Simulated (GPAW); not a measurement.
# 1 ML Ni on Ta(110), 1 substrate layers: parallel, opposed and spinless runs

Wanted: the moments of 1 ML Ni on Ta(110), 1 substrate layers and the energy of each order that was tried.

Main program and level: GPAW 26.7.0; LDA; plane waves with GPAW's PAW setups, scalar-relativistic.

The raw output is cut from this account; settings, times and results stay.

## (1) The system as given

The cell holds 2 atoms: 1 Ta and 1 Ni. Cell: a = 2.860 Å, b = 2.860 Å, c = 16.098 Å, α = 90.0°, β = 90.0°, γ = 109.5°. pseudomorphic film on the measured substrate lattice, hard-sphere layer spacings, unrelaxed, 14 A of vacuum. Vacuum lies along c.

Coordinates:

```cif
data_structure
_symmetry_space_group_name_H-M 'P 1'
_symmetry_Int_Tables_number 1
_cell_length_a 2.8601
_cell_length_b 2.8601
_cell_length_c 16.0982
_cell_angle_alpha 90.000
_cell_angle_beta 90.000
_cell_angle_gamma 109.471
_cell_volume 124.15
loop_
_atom_site_label
_atom_site_type_symbol
_atom_site_fract_x
_atom_site_fract_y
_atom_site_fract_z
_atom_site_occupancy
Ta1 Ta 0.00000 0.00000 0.43483 1
Ni2 Ni 0.50000 0.50000 0.56517 1
```

## (2) Order 1, typed as ferro +

The parallel start comes first: it fits the smallest cell, keeps the most symmetry and shows whether parallel moments form.

Contents of order1.py:

```python
import json
import numpy as np
from ase import Atoms
from ase.parallel import paropen, parprint
from gpaw import GPAW

atoms = Atoms(['Ta', 'Ni'],
    cell=[[1.65128, -2.335263, 0.0],
         [1.65128, 2.335263, 0.0],
         [0.0, 0.0, 16.0982]],
    scaled_positions=[[0.0, 0.0, 0.434831],
         [0.5, 0.5, 0.565169]],
    pbc=True,
    magmoms=[0.0, 1.0])
atoms.calc = GPAW(mode={'name': 'pw', 'ecut': 550},
    xc='LDA',
    kpts={'size': (10, 10, 1), 'gamma': True},
    occupations={'name': 'fermi-dirac', 'width': 0.05},
    convergence={'density': 1e-05, 'energy': 1e-05},
    maxiter=200,
    symmetry={'tolerance': 1e-4},
    txt='order1.txt')
e = atoms.get_potential_energy(force_consistent=True)
res = {'free_energy': e, 'energy_sigma0': atoms.get_potential_energy(), 'fermi_energy': atoms.calc.get_fermi_level()}
res['moments'] = atoms.get_magnetic_moments().tolist()
res['total'] = atoms.get_magnetic_moment()
parprint('site moments (muB):', np.round(res['moments'], 3))
parprint(f"total moment: {res['total']:.3f} muB")
parprint(f'free energy: {e:.6f} eV')
atoms.calc.write('order1.gpw')
with paropen('results.json', 'w') as f:
    json.dump(res, f)
```

Command:

```console
$ OMP_NUM_THREADS=1 mpirun -n 2 gpaw python order1.py > order1.log
```

It took 98 s on 2 MPI ranks of Arm Neoverse N1, shared host; peak memory 0.51 GiB; 3.3 min of CPU time.

This step gave:

```yaml
final_state: non-magnetic
```

After 20 cycles the seed has died away: no moment is left.

## (3) Run 2 (antiferro q=(0,1/2,0) +-)

Another pattern of signs weighs the neighbour shells otherwise.

This order needs a doubled cell of 4 atoms. Its mesh is chosen so that both cells sample the same points.

Contents of order2.py:

```python
import json
import numpy as np
from ase import Atoms
from ase.parallel import paropen, parprint
from gpaw import GPAW

atoms = Atoms(['Ta', 'Ta', 'Ni', 'Ni'],
    cell=[[1.65128, -2.335263, 0.0],
         [3.30256, 4.670526, 0.0],
         [0.0, 0.0, 16.0982]],
    scaled_positions=[[0.0, 0.0, 0.434831],
         [0.0, 0.5, 0.434831],
         [0.5, 0.25, 0.565169],
         [0.5, 0.75, 0.565169]],
    pbc=True,
    magmoms=[0.0, 0.0, 1.0, -1.0])
atoms.calc = GPAW(mode={'name': 'pw', 'ecut': 550},
    xc='LDA',
    kpts={'size': (10, 5, 1), 'gamma': True},
    occupations={'name': 'fermi-dirac', 'width': 0.05},
    convergence={'density': 1e-05, 'energy': 1e-05},
    maxiter=200,
    symmetry={'tolerance': 1e-4},
    txt='order2.txt')
e = atoms.get_potential_energy(force_consistent=True)
res = {'free_energy': e, 'energy_sigma0': atoms.get_potential_energy(), 'fermi_energy': atoms.calc.get_fermi_level()}
res['moments'] = atoms.get_magnetic_moments().tolist()
res['total'] = atoms.get_magnetic_moment()
parprint('site moments (muB):', np.round(res['moments'], 3))
parprint(f"total moment: {res['total']:.3f} muB")
parprint(f'free energy: {e:.6f} eV')
atoms.calc.write('order2.gpw')
with paropen('results.json', 'w') as f:
    json.dump(res, f)
```

Command:

```console
$ OMP_NUM_THREADS=1 mpirun -n 2 gpaw python order2.py > order2.log
```

Run time: 5.5 min. Hardware: 2 MPI ranks; peak memory 0.81 GiB.

The spin moment in the augmentation sphere vanishes on all atoms.

This step gave:

| Quantity | Value |
| --- | --- |
| final state | non-magnetic |

It ends in the same state without moments as the first start; the 2.9e-6 meV between them is numerical noise.

## (4) Run 3 (no spin polarisation)

Without spin polarisation no moment can form, so the difference from the other runs is what forming moments gains.

Contents of nospin.py:

```python
import json
import numpy as np
from ase import Atoms
from ase.parallel import paropen, parprint
from gpaw import GPAW

atoms = Atoms(['Ta', 'Ni'],
    cell=[[1.65128, -2.335263, 0.0],
         [1.65128, 2.335263, 0.0],
         [0.0, 0.0, 16.0982]],
    scaled_positions=[[0.0, 0.0, 0.434831],
         [0.5, 0.5, 0.565169]],
    pbc=True)
atoms.calc = GPAW(mode={'name': 'pw', 'ecut': 550},
    xc='LDA',
    kpts={'size': (10, 10, 1), 'gamma': True},
    occupations={'name': 'fermi-dirac', 'width': 0.05},
    convergence={'density': 1e-05, 'energy': 1e-05},
    maxiter=200,
    symmetry={'tolerance': 1e-4},
    txt='nospin.txt')
e = atoms.get_potential_energy(force_consistent=True)
res = {'free_energy': e, 'energy_sigma0': atoms.get_potential_energy(), 'fermi_energy': atoms.calc.get_fermi_level()}
parprint(f'free energy: {e:.6f} eV')
atoms.calc.write('nospin.gpw')
with paropen('results.json', 'w') as f:
    json.dump(res, f)
```

Command:

```console
$ OMP_NUM_THREADS=1 mpirun -n 2 gpaw python nospin.py > nospin.log
```

Wall time 41 s (2 MPI ranks); peak memory 0.42 GiB.

Read from the output:

* final state: non-magnetic (no spin polarisation)

It ends in the same state without moments as the first start; the 2.0e-6 meV between them is numerical noise.

## (5) Energies of the orders

Energies are divided by the number of seeded atoms, so that cells of unlike size compare. Wavevectors q in the names are fractions of the reciprocal vectors of the first run's cell.

Orders:

| start | final state | typed order kept | energy over the lowest (meV a seeded atom) | largest site moment (μB) | net moment (μB a primitive cell) | mesh matched | CPU time (s) |
| --- | --- | --- | --- | --- | --- | --- | --- |
| ferro + | non-magnetic | no | 0 | 0 | 7.75e-5 | yes | 195.5 |
| antiferro q=(0,1/2,0) +- | non-magnetic | no | 0 | 0 | 0 | yes | 658.1 |
| no spin polarisation | non-magnetic | - | 0 | 0 | 0 | yes | 81.03 |

## (6) Results

* lowest state found: non-magnetic (typed no spin polarisation)
* largest site moment: 0 μB

**Reading.** The lowest state carries no moment above 0.15 μB, and no start kept one. This is the lowest of 3 finished starts, no proof of the ground state.

[Long decimals in the printed logs are rounded to 6 places.]

[Logs and program files are shortened in this print: banners, set-up blocks, solver, clock and traceback lines can be left out without a mark of their own.]

[Logs are printed without paths, hosts, clocks, repeated set-up lines and the standing remarks that a program may print on its own settings, such as how far it seeks lower states.]

[Hosts, paths, dates, database ids (printed as entryN), source tags and the programs' standing remarks are cut or masked in the printed files.]

[Where the starting crystal was built by hand or by swapping elements, it need not be the compound's stable phase.]

[Where a cell is said to come from a database of computed structures, the database is the Materials Project.]

[Runs that the program refused, that were killed for memory or that had too few empty states are not shown or counted.]

[Lattice constants of own cells that a recipe calls measured were typed without a cited source.]
